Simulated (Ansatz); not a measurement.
# From spin parameters to the magnetic ion

A crystal has the composition CsMBr3, where M is a 3d element. A calculation (PBE+U, spin-orbit coupling in second variation, Ansatz) gives:

```
S                                : 3/2
g, averaged over the cell's ions : ⊥ 1.9933, ∥ 1.9909
D, with anisotropic exchange     : -0.246 cm⁻¹ (-7.38 GHz)
moment in its sphere             : 2.57 μB
```

Q: Name the magnetic ion and its oxidation state.

The crystal is CsVBr3, space group P6_3/mmc. The spin sits on V, with 6 Br at 2.63 Å round it. With the usual charges of the other elements M must be +2. High-spin ions of that charge with S = 3/2 are d3 and d7, V and Co; the sign of the g shift picks V²⁺ d³. Low-spin ions are left aside. The shift is negative: in a shell less than half full the orbital moment opposes the spin.

[Long decimals in the printed logs are rounded to 6 places.]

[Logs are printed without paths, hosts, clocks, repeated set-up lines and the standing remarks that a program may print on its own settings, such as how far it seeks lower states.]

[Hosts, paths, dates, database ids (printed as entryN), source tags and the programs' standing remarks are cut or masked in the printed files.]
